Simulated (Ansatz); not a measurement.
## Lattice dynamics of Li2HgF4 (built on the sites of a database entry of Cs2HgF4)

Task: relax Li2HgF4 (built on the sites of a database entry of Cs2HgF4), then find its harmonic phonons.

Method: DFT PBEsol, scalar-relativistic, plane waves, PAW, in Ansatz 0.2.0.

The structure was built from a prototype and need not be the compound's stable phase.

### Step 1. The structure

It takes space group I4/mmm (No. 139, tetragonal). Conventional cell: a = 3.127 Å, b = 3.127 Å, c = 9.744 Å, α = 90.00°, β = 90.00°, γ = 90.00°. Li has 9 F at 1.96 to 2.21 Å nearest. Nearest to Hg lie 6 F at 1.51 to 1.56 Å. Nearest to F lie 1 Hg at 1.51 Å and 5 Li at 1.96 to 2.21 Å. Nearest to F lie 2 Hg at 1.56 Å and 4 Li at 2.10 Å. Farther neighbours and most contacts between anions are not listed.

### Step 2. Rough relaxation

A rough relaxation comes first, because large forces or stress need no tight tolerances yet.

The input, input.yaml:

```yaml
crystal:
  lattice:
    - [-1.56338, 1.56338, 4.87199]
    - [1.56338, -1.56338, 4.87199]
    - [1.56338, 1.56338, -4.87199]
  atoms:
    - { symbol: Li, position: [0.35662797, 0.35662797, 0.0] }
    - { symbol: Li, position: [0.64337203, 0.64337203, 0.0] }
    - { symbol: Hg, position: [0.0, 0.0, 0.0] }
    - { symbol: F, position: [0.1553619, 0.1553619, 0.0] }
    - { symbol: F, position: [0.8446381, 0.8446381, 0.0] }
    - { symbol: F, position: [0.0, 0.5, 0.5] }
    - { symbol: F, position: [0.5, 0.0, 0.5] }
kpoints:
  mp_grid: { grid: [8, 8, 8] }
hamiltonian:
  xc: pbesol
scf:
  occupations: { method: gaussian, width: 0.1 }
output:
  forces: true
  stress: true
  eigenvalues: true
relax:
  adjacent_minimum: "off"
  f_tol: 0.05
  max_steps: 80
  cell: { stress_tol: 0.5 }
```

Run with:

```sh
$ ansatz run input.yaml --threads 8 --pin off --max-ram 14336MiB --backend cpu --events-out ev --progress --plain --runs-dir out
```

Numbers of over 12 decimals in the logs are rounded to 6 here.

The log of the run:

```text
The last accepted step is kept in <dir> (removed where the run ends without a failure and the disk answers)
[...]
- [2.261220, 2.261220, -5.435558]
  atoms:
    - { symbol: Li, position: [0.358466, 0.358466, 0] }
    - { symbol: Li, position: [0.641534, 0.641534, 0] }
    - { symbol: Hg, position: [-1.2263425008093879e-18, -1.2263425008094017e-18, 0] }
    - { symbol: F, position: [0.202400, 0.202400, 0] }
    - { symbol: F, position: [0.797600, 0.797600, 0] }
    - { symbol: F, position: [-1.226342500809388e-18, 0.5, 0.5] }
    - { symbol: F, position: [0.5, -1.2263425008093983e-18, 0.5] }
[key lines of the parts left out:]
SCF converged after 6 iterations
Free energy (F): -17278.266855 eV
Fermi energy:    3.091357 eV
P = ⅓ Tr σ = 0.2687 GPa (2.687 kbar)
```

Wall time 31 s (8 threads of Arm Neoverse V1, shared host); peak memory 0.64 GiB.

Step by step:

```csv
step,energy less that of the first step (eV),largest force component (eV/Å),pressure (GPa),volume (Å³)
1,0.0000,39.9459,466.12,47.63
2,-22.4421,23.9747,279.04,54.27
3,-36.4352,11.4985,153.89,61.40
4,-43.2640,5.5646,79.37,68.37
5,-46.5009,2.1656,29.05,75.22
6,-47.3812,0.1763,6.54,76.66
7,-47.3997,0.0523,-1.93,78.29
8,-47.4070,0.0342,0.00,77.59
9*,-50.6300,0.0896,40.46,77.59
10,-52.2272,0.2459,22.15,86.00
11,-53.0570,0.3279,8.29,94.44
12,-53.2676,0.2672,0.21,101.07
13,-53.2861,0.2368,-0.79,101.74
14,-53.3040,0.1451,-0.59,101.30
15,-53.3086,0.0676,-0.07,100.89
16,-53.3100,0.0420,0.08,100.73
17*,-53.7802,0.0477,5.81,100.73
18,-53.8828,0.2768,3.25,104.50
19,-53.8901,0.0893,-1.06,112.64
20,-53.9153,0.0489,0.16,111.05
21,-53.9151,0.0077,-0.01,111.17
22*,-53.9785,0.0097,0.27,111.17
```

Relaxation steps marked * repeat the geometry before them on a plane-wave basis chosen anew for their cell, so energy and pressure can jump there.

The run keeps the 16 symmetry operations that it works with, so distortions that break them were not tested.

```csv
cell as run,before,after,change
a (Å),5.350,6.306,+17.9 %
b (Å),5.350,6.306,+17.9 %
c (Å),5.350,6.306,+17.9 %
α (°),146.02,137.98,-5.5 %
β (°),146.02,137.98,-5.5 %
γ (°),48.82,60.94,+24.8 %
volume (Å³/atom),6.80,15.88,+133.4 %
```

The atoms that moved most (Å, as changes of fractional coordinates times the final cell):

```csv
atom,dx,dy,dz,length
F5,0.000,0.000,-0.511,0.511
F4,0.000,0.000,0.511,0.511
Li1,0.000,0.000,0.020,0.020
Li2,0.000,0.000,-0.020,0.020
```

This step gave:

| Property | Result |
| --- | --- |
| pressure | 0.2687 GPa |
| gap on the k-mesh | 1.664 eV |
| volume per atom | 15.88 Å³ |
| direct gap on mesh | 3.358 eV |

In this step the volume went from 6.80 to 15.88 Å³/atom.

### Step 3. Bringing the structure to rest

The cell and atoms are relaxed, since residual forces and stress would shift the frequencies.

The input, input.yaml:

```yaml
crystal:
  lattice:
    - [-2.2612204918, 2.2612204918, 5.4355578302]
    - [2.2612204918, -2.2612204918, 5.4355578302]
    - [2.2612204918, 2.2612204918, -5.4355578302]
  atoms:
    - { symbol: Li, position: [0.358465825, 0.358465825, 0.0] }
    - { symbol: Li, position: [0.641534175, 0.641534175, 0.0] }
    - { symbol: Hg, position: [0.0, 0.0, 0.0] }
    - { symbol: F, position: [0.2023995261, 0.2023995261, 0.0] }
    - { symbol: F, position: [0.7976004739, 0.7976004739, 0.0] }
    - { symbol: F, position: [0.0, 0.5, 0.5] }
    - { symbol: F, position: [0.5, 0.0, 0.5] }
kpoints:
  mp_grid: { grid: [8, 8, 8] }
hamiltonian:
  xc: pbesol
scf:
  occupations: { method: gaussian, width: 0.02 }
output:
  forces: true
  stress: true
  eigenvalues: true
relax:
  adjacent_minimum: "off"
  f_tol: 0.005
  max_steps: 80
  cell: { stress_tol: 0.05 }
```

The log of the run:

```text
[...]
Crystal: 7 atoms, lattice volume = 111.171 Å³
Basis set: ecut = 420 eV, 2163 PW (Γ), exchange–correlation on 90×90×90 points (8 copies of the dense FFT grid, shifted against one another)
Bands: 34, of which v1, the nominal top of the filled ones, is band 27 counted from 1 (26 counted from 0)
Symmetry: 16 space group operations
[...]
k-points: 59 of 512
[...]
cell:  # Å, volume = 111.6966 Å³
    - [-2.269040, 2.269040, 5.423699]
    - [2.269040, -2.269040, 5.423699]
    - [2.269040, 2.269040, -5.423699]
  atoms:
    - { symbol: Li, position: [0.358929, 0.358929, 0] }
    - { symbol: Li, position: [0.641071, 0.641071, 0] }
    - { symbol: Hg, position: [0, 0, 0] }
    - { symbol: F, position: [0.202451, 0.202451, 0] }
    - { symbol: F, position: [0.797549, 0.797549, 0] }
    - { symbol: F, position: [0, 0.5, 0.5] }
    - { symbol: F, position: [0.5, 0, 0.5] }
[key lines of the parts left out:]
SCF converged after 7 iterations
Free energy (F): -17278.267960 eV
Fermi energy:    3.025665 eV
P = ⅓ Tr σ = 0.0291 GPa (0.291 kbar)
```

Run time: 9.8 s. Hardware: 8 threads; peak memory 0.67 GiB; 71 s of CPU time.

Step by step:

```csv
step,energy less that of the first step (eV),largest force component (eV/Å),pressure (GPa),volume (Å³)
1,0.0000,0.0097,0.27,111.17
2,0.0009,0.0293,-0.04,111.71
3,0.0009,0.0108,-0.03,111.77
4,0.0007,0.0028,0.00,111.70
5*,-0.0011,0.0029,0.03,111.70
```

Relaxation steps marked * repeat the geometry before them on a plane-wave basis chosen anew for their cell, so energy and pressure can jump there.

The run keeps the 16 symmetry operations that it works with, so distortions that break them were not tested.

```csv
"conventional cell, symmetrised",before,after,change
a (Å),4.522,4.538,+0.3 %
b (Å),4.522,4.538,+0.3 %
c (Å),10.871,10.847,-0.2 %
volume (Å³/atom),15.88,15.96,+0.5 %
```

Final coordinates:

```cif
data_structure
_symmetry_space_group_name_H-M 'P 1'
_symmetry_Int_Tables_number 1
_cell_length_a 6.3019
_cell_length_b 6.3019
_cell_length_c 6.3019
_cell_angle_alpha 137.792
_cell_angle_beta 137.792
_cell_angle_gamma 61.221
_cell_volume 111.70
loop_
_atom_site_label
_atom_site_type_symbol
_atom_site_fract_x
_atom_site_fract_y
_atom_site_fract_z
_atom_site_occupancy
Li1 Li 0.35893 0.35893 0.00000 1
Li2 Li 0.64107 0.64107 0.00000 1
Hg3 Hg 0.00000 0.00000 0.00000 1
F4 F 0.20245 0.20245 0.00000 1
F5 F 0.79755 0.79755 0.00000 1
F6 F 0.00000 0.50000 0.50000 1
F7 F 0.50000 0.00000 0.50000 1
```

This step gave:

- pressure: 0.02910 GPa
- gap on the k-mesh: 1.703 eV
- volume per atom: 15.96 Å³
- direct gap on mesh: 3.357 eV

In this step the volume went from 15.88 to 15.96 Å³/atom.

### Step 4. Relaxing to small forces for the phonons

Phonons need a cell at rest on their own settings, so the relaxation is repeated with tight tolerances on forces and stress, using the mesh and the filling of the phonon run that follows.

The input, input.yaml:

```yaml
crystal:
  lattice:
    - [-2.2690397257, 2.2690397257, 5.4236992974]
    - [2.2690397257, -2.2690397257, 5.4236992974]
    - [2.2690397257, 2.2690397257, -5.4236992974]
  atoms:
    - { symbol: Li, position: [0.3589289991, 0.3589289991, 0.0] }
    - { symbol: Li, position: [0.6410710009, 0.6410710009, 0.0] }
    - { symbol: Hg, position: [0.0, 0.0, 0.0] }
    - { symbol: F, position: [0.2024508579, 0.2024508579, 0.0] }
    - { symbol: F, position: [0.7975491421, 0.7975491421, 0.0] }
    - { symbol: F, position: [0.0, 0.5, 0.5] }
    - { symbol: F, position: [0.5, 0.0, 0.5] }
kpoints:
  mp_grid: { grid: [8, 8, 8] }
hamiltonian:
  xc: pbesol
scf:
  occupations: { method: fixed }
output:
  forces: true
  stress: true
  eigenvalues: true
relax:
  adjacent_minimum: "off"
  f_tol: 0.001
  max_steps: 60
  cell: { stress_tol: 0.01 }
```

The log of the run:

```text
[...]
Crystal: 7 atoms, lattice volume = 111.697 Å³
Basis set: ecut = 420 eV, 2195 PW (Γ), exchange–correlation on 90×90×90 points (8 copies of the dense FFT grid, shifted against one another)
Bands: 34, of which v1, the nominal top of the filled ones, is band 27 counted from 1 (26 counted from 0)
Symmetry: 16 space group operations
[...]
k-points: 59 of 512
[...]
cell:  # Å, volume = 111.7503 Å³
    - [-2.269874, 2.269874, 5.422320]
    - [2.269874, -2.269874, 5.422320]
    - [2.269874, 2.269874, -5.422320]
  atoms:
    - { symbol: Li, position: [0.359004, 0.359004, 0] }
    - { symbol: Li, position: [0.640996, 0.640996, 0] }
    - { symbol: Hg, position: [0, 0, 0] }
    - { symbol: F, position: [0.202452, 0.202452, 0] }
    - { symbol: F, position: [0.797548, 0.797548, 0] }
    - { symbol: F, position: [0, 0.5, 0.5] }
    - { symbol: F, position: [0.5, 0, 0.5] }
[key lines of the parts left out:]
SCF converged after 7 iterations
Free energy (F): -17278.267937 eV
Fermi energy:    2.165524 eV
P = ⅓ Tr σ = 0.0027 GPa (0.027 kbar)
```

Wall time 9.9 s (8 threads); peak memory 0.67 GiB.

Little changed from the start: no atom moved by 0.005 Å and no cell edge by 0.1 %.

This step gave:

* pressure: 0.002692 GPa
* gap on the k-mesh: 1.708 eV
* direct gap on mesh: 3.356 eV

The largest force component left is 0.59 meV/Å and the pressure is 0.003 GPa, within the tolerances set. The cell now holds 15.96 Å³/atom.

(Part 1 of 2 ends here.)

[Logs are printed without paths, hosts, clocks, repeated set-up lines and the standing remarks that a program may print on its own settings, such as how far it seeks lower states.]

[Hosts, paths, dates, database ids (printed as entryN), source tags and the programs' standing remarks are cut or masked in the printed files.]
